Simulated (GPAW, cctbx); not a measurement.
# Bonding in CaMg3S4 as X-rays see it

Question: by how much does bonding change the structure factors of CaMg3S4?

The cell is our own: ordered rocksalt alloy in the eight-atom cube, 3 of 4 Ca sites given to Mg. All numbers below are calculated.

### 1. Find the equilibrium geometry

The density hangs on the geometry, so cell and atoms are relaxed first, with the symmetry held. The cutoff is set higher than for the density because stress converges slowly with plane waves.

Settings: GPAW 26.7.0, PBE, 650 eV, 4×4×4 k-points, Fermi–Dirac width 0.02 eV, BFGS to 0.02 eV/Å.

```text
cell
1.0
     5.352500000    0.000000000    0.000000000
     0.000000000    5.352500000    0.000000000
     0.000000000    0.000000000    5.352500000
Mg S Ca
3 4 1
Direct
0.000000000 0.000000000 0.500000000
0.000000000 0.500000000 0.000000000
0.500000000 0.000000000 0.000000000
0.500000000 0.000000000 0.500000000
0.500000000 0.500000000 0.000000000
0.000000000 0.000000000 0.000000000
0.000000000 0.500000000 0.500000000
0.500000000 0.500000000 0.500000000
```

```console
$ OMP_NUM_THREADS=1 mpirun -n 4 gpaw python run.py > gpaw.log
```

```text
BFGS:    0      -35.764244        0.111761
BFGS:    1      -35.764802        0.105893
BFGS:    2      -35.770643        0.016029
cell  5.3729 5.3729 5.3729  90.00 90.00 90.00
volume 155.104 A^3, largest force 0.000 eV/A, largest stress 0.13 GPa
```

After 2 steps the volume has changed by +1.1 % and the energy by -0.006 eV; the largest stress left is 0.13 GPa. It took 62 s on 4 cores of Arm Neoverse N1 (shared host), peak memory 0.94 GiB.

Relaxed structure: Pm-3m (no. 221), a = 5.3729 Å, b = 5.3729 Å, c = 5.3729 Å, α = 90.00°, β = 90.00°, γ = 90.00°.

| atom | mult. | x | y | z |
| --- | --- | --- | --- | --- |
| Ca1 | 1 | 1/2 | 1/2 | 1/2 |
| S1 | 3 | 1/2 | 0 | 1/2 |
| S2 | 1 | 0 | 0 | 0 |
| Mg1 | 3 | 0 | 0 | 1/2 |

### 2. The all-electron density

X-rays see the whole electron density, so the PAW density is rebuilt with its core regions. Subtracting spherical free atoms from the same code cancels the cores and leaves the deformation density Δρ, the part due to bonding.

Settings: PBE, 600 eV, 4×4×4 k-points, Fermi–Dirac width 0.02 eV; primitive cell of 8 atoms.

```console
$ OMP_NUM_THREADS=1 mpirun -n 4 gpaw python run.py > gpaw.log
```

```text
|iter:   1|       0s |  -37.131893 | +0.33 |       |
|iter:   2|       4s |  -36.946751 | -1.17 | -1.12 |
|iter:   3|       8s |  -35.774132 | -1.16 | -1.17 |
...
|iter:   7|      15s |  -35.763298c| -4.79 | -3.14 |
|iter:   8|      17s |  -35.763301c| -6.37 | -3.74 |
|iter:   9|      19s |  -35.763302c| -7.46c| -4.15c|
```

```text
grid (64, 64, 64)  electrons 120.000  moved by bonding 1.848 e
deformation density beyond 0.5 A of the nuclei: max 0.100, min -0.059 e/A^3
atom        x       y       z   Voronoi charge  moment
Ca1    0.5000  0.5000  0.5000      0.086       0.00
S 2    0.5000  0.0000  0.5000     -0.350       0.00
S 3    0.5000  0.5000  0.0000     -0.350       0.00
S 4    0.0000  0.0000  0.0000     -0.362       0.00
S 5    0.0000  0.5000  0.5000     -0.350       0.00
Mg6    0.0000  0.0000  0.5000      0.442       0.00
Mg7    0.0000  0.5000  0.0000      0.442       0.00
Mg8    0.5000  0.0000  0.0000      0.442       0.00
mean inner potential of superposed free atoms 13.887 V
total magnetic moment 0.000 muB
```

Deformation density in a plane through the shortest contact of the Ca atom at the origin, in 0.01 e/Å³ (clipped at ±99); x from -1.6 to 4.3 Å, y from 2.4 down to -2.4 Å:

```text
 -1   4   5  -1   .  -2   4   5   0  -5   1   .   1  -4   0   5
 -2   2   5   6   8   7   5   2  -1  -5  -5  -3  -5  -4  -1   3
 -2   0   2   5   8   6   2   0  -1  -2  -1  -1  -2  -2  -1   0
  0  -1  -1   1   4   2  -1  -1  -1   1   4   5   3   1  -1  -1
  2  -1  -2   1   5   2  -2  -1   2   4   5   4   5   4   1  -1
  6   2   1   4   .   3   2   1   5   7   0   .   2   7   4   1
  8   4   5   .   .   .   7   3   7   9   .   .   .   9   6   3
  6   2   1   4   .   3   2   1   5   7   0   .   2   7   4   1
  2  -1  -2   1   5   2  -2  -1   2   4   5   4   5   4   1  -1
  0  -1  -1   1   4   2  -1  -1  -1   1   4   5   3   1  -1  -1
 -2   0   2   5   8   6   2   0  -1  -2  -1  -1  -2  -2  -1   0
 -2   2   5   6   8   7   5   2  -1  -5  -5  -3  -5  -4  -1   3
 -1   4   5  -1   .  -2   4   5   0  -5   1   .   1  -4   0   5
```

Atoms in or within 0.15 Å of the plane: Ca (0.0, 0.0), S (2.7, 0.0) Å. Dots mark points within about 0.45 Å of a nucleus; large values next to them are atomic features.

S gains most (-0.35 e) and Mg loses most (+0.44 e), in averages over each element's sites; S is the most electronegative element, but the order of the others doesn't follow electronegativity. Such charges fall far short of formal ones, since overlapping free atoms already put density on their neighbours. Along the shortest contact from the Ca atom at the map's origin, Ca–S at 2.69 Å, Δρ is +0.05 e/Å³ at the midpoint and highest, +0.10, 0.57 Å from Ca (points within 0.5 Å of a nucleus left out): little piles up between the atoms. At the midpoints of other shortest contacts it is +0.03 (S–Mg, 2.69 Å) e/Å³. Point values carry grid noise of about 0.01 e/Å³. The run needed 9 iterations, 37 s.

### 3. From the density to structure factors

The Fourier components of Δρ, added to those of the free atoms, give the static X-ray structure factors; the Mott–Bethe relation turns them into the Fourier components V of the potential that fast electrons feel.

```text
static structure factors of the conventional cell: F in electrons, V (Mott-Bethe) in volts
   h  k  l      d  |F| table  |F| free   |F| DFT   change   |V| free  |V| DFT  change %
   0  1  0  5.3729     6.954     6.980     7.294    0.314     0.870    0.602    -30.8
   0  1  1  3.7992     6.452     6.457     6.723    0.267     0.658    0.545    -17.3
   1  1  1  3.1020     5.588     5.600     6.606    1.007     0.683    0.396    -41.9
   0  2  0  2.6865    87.457    87.525    88.015    0.491     6.926    6.821     -1.5
   0  2  1  2.4028     5.456     5.469     5.582    0.112     0.432    0.413     -4.4
   1  2  1  2.1935     5.184     5.204     5.233    0.029     0.398    0.393     -1.0
   0  2  2  1.8996    75.012    75.014    74.770   -0.245     4.797    4.823      0.5
   1  2  2  1.7910     4.509     4.541     4.523   -0.018     0.328    0.330      0.5
   0  3  0  1.7910     4.509     4.541     4.683    0.142     0.328    0.314     -4.1
   0  3  1  1.6991     4.328     4.363     4.426    0.063     0.310    0.305     -1.7
   1  3  1  1.6200     2.129     2.251     1.840   -0.411     0.446    0.478      7.1
   2  2  2  1.5510    67.550    67.517    67.182   -0.336     3.731    3.755      0.6
   0  3  2  1.4902     3.899     3.939     3.955    0.015     0.266    0.265     -0.4
   1  3  2  1.4360     3.789     3.830     3.808   -0.022     0.254    0.255      0.5
```

The largest X-ray change is +1.01 e on 111, 18.0 % of |F|. For electrons V goes as (Z − F)/g², so a change of F counts against Z − F, which is small at low angle and wherever the atoms' terms cancel: |V| of 111 moves by -41.9 % (0.68 to 0.40 V) against +18.0 % in |F|. The last three rows still change by up to 0.34 e; the table stops while the angles are still low. The tabulated Hartree–Fock atoms differ from the free DFT atoms by up to 0.12 e, so the choice of reference atom matters too.

### 4. Answer

Bonding moves 1.85 e in the primitive cell of CaMg3S4 and changes the structure factors of the conventional cell in the table above by at most 1.01 e (111, 18.0 %), and among reflections above 2 % of the strongest by up to 18.3 % (131). The shortest bond, Ca–S, has Δρ = +0.05 e/Å³ at its midpoint. Limits: static density, frozen cores, no spin–orbit coupling.

[Outputs are excerpts: Python notices, other lines and further rows are left out; steps that failed or that the build refused (PBEsol, TPSS) are not shown.]

[Logs are printed without paths, hosts, clocks, repeated set-up lines and the standing remarks that a program may print on its own settings, such as how far it seeks lower states.]
